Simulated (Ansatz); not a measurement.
## VGe2As4 monolayer in a perpendicular field

What dipole does a perpendicular field induce in the VGe2As4 monolayer? A positive field points along +c.

Method: plane-wave DFT, PBE-D3(BJ), Ansatz PAW (set soft_1); PAW set soft_1, in Ansatz 0.2.0.

Most raw output is cut from this account.

**1. The starting structure**

The cell holds 7 atoms: 4 As, 2 Ge and 1 V. Its edges and angles: a = 3.730 Å, b = 3.730 Å, c = 49.186 Å, α = 90.0°, β = 90.0°, γ = 120.0°. Vacuum lies along c.

**2. Relaxation**

The starting cell is a guess, so the in-plane lattice and the atoms are relaxed first, with the slab cut off from its images along the normal.

File input.yaml:

```yaml
crystal:
  lattice:
    - [3.73, 0.0, 0.0]
    - [-1.865, 3.2302747561, 0.0]
    - [0.0, 0.0, 49.185979402]
  atoms:
    - { symbol: As, position: [0.0, 0.0, 0.40763649] }
    - { symbol: Ge, position: [0.3333333333, 0.6666666667, 0.4251821129] }
    - { symbol: As, position: [0.3333333333, 0.6666666667, 0.472350026] }
    - { symbol: V, position: [0.0, 0.0, 0.5], spin: 1.0 }
    - { symbol: As, position: [0.3333333333, 0.6666666667, 0.527649974] }
    - { symbol: Ge, position: [0.3333333333, 0.6666666667, 0.5748178871] }
    - { symbol: As, position: [0.0, 0.0, 0.59236351] }
  periodic: [true, true, false]
magnetization:
  spin_polarized: true
kpoints:
  mp_grid: { grid: [12, 12, 1] }
hamiltonian:
  xc: pbe
  dispersion: d3bj
  pseudopotentials: { kind: paw, azcp: { folder: soft_1 } }
scf:
  occupations: { method: fermi_dirac, width: 0.05 }
  convergence: { dr2_threshold: 1.0e-09 }
relax:
  f_tol: 0.004
  max_steps: 90
  cell: {}
output:
  write_potential: true
  write_density: true
  volumetric_format: npy
```

Launch:

```bash
> ansatz run input.yaml --threads 4 --pin off --max-ram 6144MiB --backend cpu --events-out ev --progress --plain --runs-dir out
```

Run time: 9.9 min. Hardware: 4 threads of Arm Neoverse N1, shared host; peak memory 1.9 GiB.

Step by step:

```
step  energy less that of the first step (eV)  largest force component (eV/Å)  volume (Å³)
   1                                   0.0000                          2.8111       592.64
   2                                  -0.7970                          0.9403       589.22
   3                                  -1.0445                          0.3203       577.87
   4                                  -1.0724                          0.1147       571.57
   5                                  -1.0739                          0.0346       570.41
   6                                  -1.0740                          0.0021       570.50
  7*                                  -1.0726                          0.0025       570.50
```

Relaxation steps marked * repeat the geometry before them on a plane-wave basis chosen anew for their cell, so energy and pressure can jump there.

The run keeps the 12 symmetry operations that it works with, so distortions that break them were not tested.

```csv
cell as run,before,after,change
a (Å),3.730,3.660,-1.9 %
b (Å),3.730,3.660,-1.9 %
```

The atoms that moved most (Å, along periodic axes as changes of fractional coordinates times the final cell, across vacuum about the mean position):

| atom | dx | dy | dz | length |
| --- | --- | --- | --- | --- |
| As7 | 0.000 | 0.000 | 0.476 | 0.476 |
| As1 | 0.000 | 0.000 | -0.476 | 0.476 |
| Ge6 | 0.000 | 0.000 | 0.154 | 0.154 |
| Ge2 | 0.000 | 0.000 | -0.154 | 0.154 |
| As3 | 0.000 | 0.000 | -0.041 | 0.041 |
| As5 | 0.000 | 0.000 | 0.041 | 0.041 |

This step gave:

| Quantity | Value |
| --- | --- |
| energy at zero smearing | -30929.7281 eV |
| total moment | 0.9368 μB |
| site moments | 0.002380, 0.008663, -0.04613, 0.8398, -0.04613, 0.008663, 0.002380 μB |

Site moment by atom:

```csv
atom,site moment (μB)
As1,0.002
Ge2,0.009
As3,-0.046
V4,0.840
As5,-0.046
Ge6,0.009
As7,0.002
```

The lattice constant a goes from 3.730 to 3.660 Å.

**3. Single point, field 0**

A sawtooth potential applies the field, turning back in the middle of the vacuum. With the dipole correction the typed value is the field outside the slab. The induced dipole is small, so the SCF threshold is tight.

The cell differs from the one that the last finished run ended in (c 49.186 → 28.038 Å).

File input.yaml:

```yaml
crystal:
  lattice:
    - [3.6596747825, 0.0, 0.0]
    - [-1.8298373913, 3.1693713313, 0.0]
    - [0.0, 0.0, 28.0381293652]
  atoms:
    - { symbol: As, position: [0.0, 0.0, 0.3209914571] }
    - { symbol: Ge, position: [0.3333333333, 0.6666666667, 0.3632649093], spin: 0.01 }
    - { symbol: As, position: [0.3333333333, 0.6666666667, 0.4500455566], spin: -0.05 }
    - { symbol: V, position: [0.0, 0.0, 0.5], spin: 0.84 }
    - { symbol: As, position: [0.3333333333, 0.6666666667, 0.5499544434], spin: -0.05 }
    - { symbol: Ge, position: [0.3333333333, 0.6666666667, 0.6367350907], spin: 0.01 }
    - { symbol: As, position: [0.0, 0.0, 0.6790085429] }
magnetization:
  spin_polarized: true
kpoints:
  mp_grid: { grid: [12, 12, 1] }
  band_path:
    path: [[0, 0, 0], [0.5, 0, 0], [0.33333333, 0.33333333, 0], [0, 0, 0]]
    npoints: 16
hamiltonian:
  xc: pbe
  dispersion: d3bj
  pseudopotentials: { kind: paw, azcp: { folder: soft_1 } }
scf:
  occupations: { method: fermi_dirac, width: 0.02585 }
  convergence: { dr2_threshold: 1.0e-10 }
efield:
  axis: 3
  dipole_correction: true
  ramp_position: 0.97
  ramp_width: 0.06
  amplitude: 0
output:
  dos: { projected: true, e_range: [-6, 5] }
  write_potential: true
  write_density: true
  volumetric_format: npy
  elf: true
```

Elapsed: 1.8 min, on 4 threads; peak memory 1.4 GiB.

This step gave:

```yaml
energy_at_zero_smearing: -30929.7306 eV
total_moment: 0.9672 μB
site_moments: 0.003060, 0.009392, -0.04716, 0.8611, -0.04716, 0.009392, 0.003060 μB
work_function_upper_face: 4.987 eV
dipole_along_the_normal: 8.10e-7 e·Å
```

Running mean over a fixed 2.8 Å (it still follows the layers) of the planar mean; the ramp of the sawtooth is left out. Electron's electrostatic potential energy less the Fermi level against z:

z (Å), electron's electrostatic potential energy less the Fermi level (eV) and a bar from the least value:
```
        4       4.99 ##############################
        5       4.98 ##############################
        6       4.93 ##############################
        7       4.02 ###########################
        8       1.37 ###################
        9      -2.52 ########
       10      -3.33 ######
       11      -2.08 #########
       12      -1.04 ############
       13      -3.98 ####
       14      -5.30 
       15      -4.10 ###
       16      -1.09 ############
       17      -1.99 ##########
       18      -3.27 ######
       19      -2.64 ########
       20       1.23 ###################
       21       3.93 ###########################
       22       4.92 ##############################
       23       4.98 ##############################
       24       4.99 ##############################
```

The density of states has structure finer than the step of the table below, so its rows give means over 0.25 eV, whole bins alone (the curve runs from -6 to 1.99 eV). Peaks (eV: height): total -3.680: 8.34, -2.940: 7.36, -1.950: 9.05, -1.590: 11.8, -1.150: 10.2, -1.010: 12.0, 1.690: 7.71; up -4.430: 4.46, -3.680: 6.72, -2.940: 5.10, -1.970: 4.50, -1.730: 5.19, -1.590: 9.76, -1.150: 6.23; down -3.630: 4.24, -2.220: 4.30, -1.950: 4.93, -1.560: 6.26, -1.010: 8.43, 1.690: 4.98, 1.830: 4.23.

The density of states by energy, zero at the Fermi level; means over each step; values in states/eV a cell:

```
energy (eV)   total      up   down
      -5.75    1.06   0.576  0.484
      -5.50   0.670   0.289  0.381
      -5.25       0       0      0
      -5.00       0       0      0
      -4.75  0.0699  0.0699      0
      -4.50    4.93    2.80   2.13
      -4.25    3.58    1.78   1.80
      -4.00    2.78    1.31   1.47
      -3.75    4.02    2.37   1.64
      -3.50    3.74    1.77   1.97
      -3.25    2.67    1.39   1.28
      -3.00    4.09    1.97   2.11
      -2.75    2.69    1.38   1.31
      -2.50    5.51    2.84   2.66
      -2.25    6.58    3.45   3.13
      -2.00    7.21    3.57   3.64
      -1.75    4.50    2.57   1.93
      -1.50    7.08    3.68   3.40
      -1.25    6.60    3.99   2.61
      -1.00    8.33    3.43   4.91
      -0.75    3.90    1.73   2.17
      -0.50    3.86    2.89  0.967
      -0.25    2.06    1.50  0.558
       0.00   0.967   0.507  0.460
       0.25    1.56   0.445   1.11
       0.50    2.74   0.960   1.78
       0.75    2.72    1.95  0.765
       1.00    1.73    1.27  0.463
       1.25    2.33   0.920   1.41
       1.50    3.94    2.52   1.42
       1.75    6.32    2.79   3.53
```

Projected DOS per atom over height of the atomic layer and energy from the Fermi level. Layers: As Ge As V As Ge As from below.

Ten even steps from '_' (0.00 states/eV) to '@' (3.16 states/eV), each cell a mean:
```
......@@......
______++______
______--______
______**______
______++______
______..______
______++______
..__..--..__..
--..==**==..--
::..--==--..::
--..::::::..--
==::--::--::==
::..::..::..::
..............
..............
....::..::....
__..::__::..__
..::::..::::..
______________
______________
______________
______________
```
Columns: height of the atomic layer (Å) from 9 to 19.0 (not evenly spaced); rows upwards: energy from the Fermi level (eV) from -5.96 to 1.96.

Projected DOS per atom, spin up over height of the atomic layer and energy from the Fermi level. Layers: As Ge As V As Ge As from below.

Ten even steps from '0' (0.00 states/eV) to '9' (1.57 states/eV), each cell a mean:
```
1126211
1015101
0004000
0008000
0003000
0001000
0009000
1014101
3146413
2135312
3123213
4232324
2122212
1111111
1111111
1121211
0111110
1221221
0000000
0000000
0000000
0000000
```
Columns: height of the atomic layer (Å) from 9 to 19.0 (not evenly spaced); rows upwards: energy from the Fermi level (eV) from -5.96 to 1.96.

Projected DOS per atom, spin down over height of the atomic layer and energy from the Fermi level. Layers: As Ge As V As Ge As from below.

Values in states/eV, 22 rows by 7 columns, each cell a mean:
```
0.25 0.19 0.25 2.18 0.25 0.19 0.25
0.13 0.10 0.07 0.87 0.07 0.10 0.13
0.06 0.07 0.05 0.39 0.05 0.07 0.06
0.04 0.03 0.01 0.60 0.01 0.03 0.04
0.05 0.05 0.04 1.21 0.04 0.05 0.05
0.04 0.03 0.02 0.29 0.02 0.03 0.04
0.11 0.05 0.09 0.22 0.09 0.05 0.11
0.30 0.12 0.40 0.46 0.40 0.12 0.30
0.55 0.17 0.83 1.02 0.83 0.17 0.55
0.46 0.21 0.51 0.52 0.51 0.21 0.46
0.53 0.27 0.34 0.28 0.34 0.27 0.53
0.62 0.34 0.50 0.31 0.50 0.34 0.62
0.33 0.26 0.40 0.23 0.40 0.26 0.33
0.28 0.21 0.28 0.18 0.28 0.21 0.28
0.23 0.18 0.22 0.13 0.22 0.18 0.23
0.29 0.28 0.38 0.20 0.38 0.28 0.29
0.15 0.18 0.34 0.14 0.34 0.18 0.15
0.28 0.35 0.48 0.15 0.48 0.35 0.28
0.01 0.02 0.03 0.01 0.03 0.02 0.01
0.00 0.00 0.00 0.00 0.00 0.00 0.00
0.06 0.05 0.03 0.00 0.03 0.05 0.06
0.08 0.08 0.04 0.01 0.04 0.08 0.08
```
Columns: height of the atomic layer (Å) from 9 to 19.0 (not evenly spaced); rows upwards: energy from the Fermi level (eV) from -5.96 to 1.96.

Deep bands are left out, so band numbers here count from the lowest band kept and differ from the log's. The electronic bands at the labelled points (eV, zero at the Fermi level; # counts the bands kept):

| point | up #9 | up #11 | up #12 | up #13 | down #9 | down #11 | down #12 | down #13 |
| --- | --- | --- | --- | --- | --- | --- | --- | --- |
| Γ | -0.13 | -0.08 | -0.08 | -0.03 | -0.10 | 0.03 | 0.03 | 0.80 |
| halfway | -1.46 | -0.95 | -0.89 | -0.38 | -1.40 | -0.85 | -0.73 | 0.53 |
| M | -1.98 | -1.44 | -0.79 | -0.79 | -1.96 | -1.23 | -0.63 | -0.07 |
| halfway | -2.03 | -1.59 | -1.12 | -0.39 | -1.97 | -1.50 | -1.03 | 0.36 |
| K | -2.42 | -1.55 | -0.89 | -0.11 | -2.39 | -1.52 | -0.86 | 0.67 |
| halfway | -1.65 | -1.20 | -0.87 | -0.44 | -1.53 | -1.03 | -0.80 | 0.49 |
| Γ | -0.13 | -0.08 | -0.08 | -0.03 | -0.10 | 0.03 | 0.03 | 0.80 |

Site moment by atom:

```
atom  site moment (μB)
 As1             0.003
 Ge2             0.009
 As3            -0.047
  V4             0.861
 As5            -0.047
 Ge6             0.009
 As7             0.003
```

Spin density in the ca plane at fractional y = 0.667, with atoms of Ge and As within 0.2 Å of it.

Ten even steps from '0' (-0.014 e/Å³) to '9' (0.050 e/Å³), each cell a mean:
```
22222222222222222222223685322222222222222222
22222222222222222222223796322222222222222222
22222222222222222221223585322122222222222222
22222222222222222211012453210112222222222222
22222222222222222210001232000012222222222222
22222222222222233221210121012122322222222222
22222222222222123322320111023223321222222222
22222222222222223211100121001112322222222222
22222222222222222210001232100012222222222222
22222222222222222211112464211112222222222222
```
Columns run along c (16.0 Å, from fractional 0.19 to 0.76 of the cell), rows up along a (3.7 Å). Atoms in or near the plane, at fractional coordinates: Ge at (0.36, 0.33), As at (0.45, 0.33), As at (0.55, 0.33), Ge at (0.64, 0.33).

ELF in the ca plane at fractional y = 0.667, with atoms of Ge and As within 0.2 Å of it. It is the smooth field of the valence electrons, not physical close to the nuclei.

Ten even steps from '0' (0.00) to '9' (0.74), each cell a mean:
```
00000000000000135888777642112355311125542112
00000000000000136898776531001233110012321001
00000000000000125788777753112466411136653112
00000000000000012456778765446799852479986545
00000000000000000123566555678778864588778876
00000000000000000001354224798523664574247985
00000000000000000001343343798311563562127984
00000000000000000001354224798534764575348985
00000000000000001124576555677888963589888766
00000000000000013566788765435799842379986434
```
Columns run along c (16.0 Å, from fractional 0.06 to 0.63 of the cell), rows up along a (3.7 Å). Atoms in or near the plane, at fractional coordinates: Ge at (0.36, 0.33), As at (0.45, 0.33), As at (0.55, 0.33).

Valence density in the ca plane at fractional y = 0.667, with atoms of Ge and As within 0.2 Å of it. It is the smooth field of the valence electrons, not physical close to the nuclei.

Ten steps, logarithmic in the rise over the least value, from '0' (0 e/Å³) to '9' (33 e/Å³), each cell a mean:
```
00000000011111000000000111000000000111110000
00000000011110000000000111000000000011110000
00000000011111000000011111110000000111110000
00000000001111110001111111111100011111100000
00000000000123321112432111234211123321000000
00000000000148742126873111378521248741000000
00000000000159952227984111489722269951000000
00000000000137731125763111367521247731000000
00000000001122211112322111223211112221000000
00000000001111100001111111111100001111100000
```
Columns run along c (16.0 Å, from fractional 0.19 to 0.76 of the cell), rows up along a (3.7 Å). Atoms in or near the plane, at fractional coordinates: Ge at (0.36, 0.33), As at (0.45, 0.33), As at (0.55, 0.33), Ge at (0.64, 0.33).

The work function of the upper face is 4.99 eV.

**4. Single point, field 0.1 V/Å**

Changes to input.yaml since step 3:

```diff
@@ -30,7 +30,6 @@
   dipole_correction: true
-  ramp_position: 0.97
-  ramp_width: 0.06
-  amplitude: 0
+  ramp_position: 0.9604
+  ramp_width: 0.0792
+  amplitude: 0.1
 output:
-  dos: { projected: true, e_range: [-6, 5] }
   write_potential: true
@@ -38,2 +37 @@
   volumetric_format: npy
-  elf: true
```

Wall time 1.8 min (4 threads); peak memory 1.4 GiB.

The dipole is 0.0788 e·Å.

**5. Atoms held, field -0.1 V/Å**

Changes to input.yaml since step 4:

```diff
@@ -32,3 +32,3 @@
   ramp_width: 0.0792
-  amplitude: 0.1
+  amplitude: -0.1
 output:
```

Elapsed: 1.8 min, on 4 threads; peak memory 1.4 GiB; 7.1 min of CPU time.

The dipole is -0.0788 e·Å.

**6. Response, atoms held**

This step: plane-wave DFT, PBE-D3(BJ), Ansatz PAW (set soft_1); response to a field along the normal, atoms held; PAW set soft_1 (Ansatz 0.2.0).

The dipoles give the slope, and the difference of two potentials shows where the field is screened.

This step gave:

```
equivalent conductor thickness p/(ε₀AE) : 12.29 Å
distance between the outer atoms        : 10.04 Å
```

The dipole of the cell by applied field:

```
applied field (V/Å)  dipole of the cell (e·Å)
            -0.1000                   -0.0788
             0.0000                    8.1e-7
             0.1000                    0.0788
```

The total moment stays at 0.967 μB for applied field from -0.1 to 0.1 V/Å.

Local field over the applied field, running mean. From the potentials at -0.1 and 0.1 V/Å; running mean over 2.5 Å. Local field over applied field against z:

```
z (Å)  local field over applied field
    5                           0.993
    6                           0.952
    7                           0.762
    8                           0.419
    9                           0.110
   10                          0.0276
   11                          0.0378
   12                          0.0375
   13                          0.0272
   14                          0.0117
   15                          0.0271
   16                          0.0362
   17                          0.0391
   18                          0.0270
   19                           0.102
   20                           0.406
   21                           0.751
   22                           0.948
   23                           0.993
```

Electrons, planar mean, per unit field. Induced electron density against z:

```
z (Å)  induced electron density (e/Å³ per V/Å)
  4.5                                   1.0e-5
  5.0                                   3.0e-5
  5.5                                   8.7e-5
  6.0                                   2.4e-4
  6.5                                   6.1e-4
  7.0                                  0.00141
  7.5                                  0.00276
  8.0                                  0.00341
  8.5                                  0.00149
  9.0                                   7.4e-4
  9.5                                   7.4e-4
 10.0                                  -4.6e-4
 10.5                                  -9.1e-4
 11.0                                   3.6e-4
 11.5                                   1.2e-4
 12.0                                  -2.4e-4
 12.5                                   6.3e-4
 13.0                                   2.6e-4
 13.5                                  -6.6e-4
 14.0                                  -3.5e-5
 14.5                                   6.6e-4
 15.0                                  -1.8e-4
 15.5                                  -6.4e-4
 16.0                                   1.8e-4
 16.5                                  -6.7e-5
 17.0                                  -3.9e-4
 17.5                                   8.1e-4
 18.0                                   5.6e-4
 18.5                                  -6.8e-4
 19.0                                  -7.2e-4
 19.5                                 -0.00136
 20.0                                 -0.00338
 20.5                                 -0.00287
 21.0                                 -0.00150
 21.5                                  -6.5e-4
 22.0                                  -2.6e-4
 22.5                                  -9.3e-5
 23.0                                  -3.3e-5
 23.5                                  -1.1e-5
```

By hand: between -0.1 and 0.1 V/Å the dipole changes by 0.1576 e·Å, a slope of 0.7880 e·Å²/V. A perfect conductor of thickness t has p = ε₀AEt, so t = 180.95 × 0.7880 / 11.599 = 12.29 Å (e/ε₀ = 180.95 V·Å, A in Å²).

The induced dipole is that of a conductor 12.29 Å thick.

**7. Results**

```json
{
 "gap without field": "none",
 "work function, upper face": "4.99 eV",
 "equivalent conductor thickness, atoms held": "12.3 Å"
}
```

The induced dipole equals that of a perfect conductor 12.29 Å thick, while the outer atoms lie 10.04 Å apart. There is no gap over 0.03 eV, with or without the field. For an open d or f shell that can be the fault of a semilocal functional without a Hubbard term. The magnetic order is the one reached from the typed start; other orders were not compared. Spin-orbit coupling is left out. The outer anions sit over the metal atoms, one of several polytypes of such layers and not the lowest for every compound.

[Logs are printed without paths, hosts, clocks, repeated set-up lines and the standing remarks that a program may print on its own settings, such as how far it seeks lower states.]

[Hosts, paths, dates, database ids (printed as entryN), source tags and the programs' standing remarks are cut or masked in the printed files.]

[Maps of the electrostatic potential energy from Ansatz leave out the sawtooth potential of an applied field or a dipole correction, so their vacuum need not be flat; planar profiles and work functions include it.]
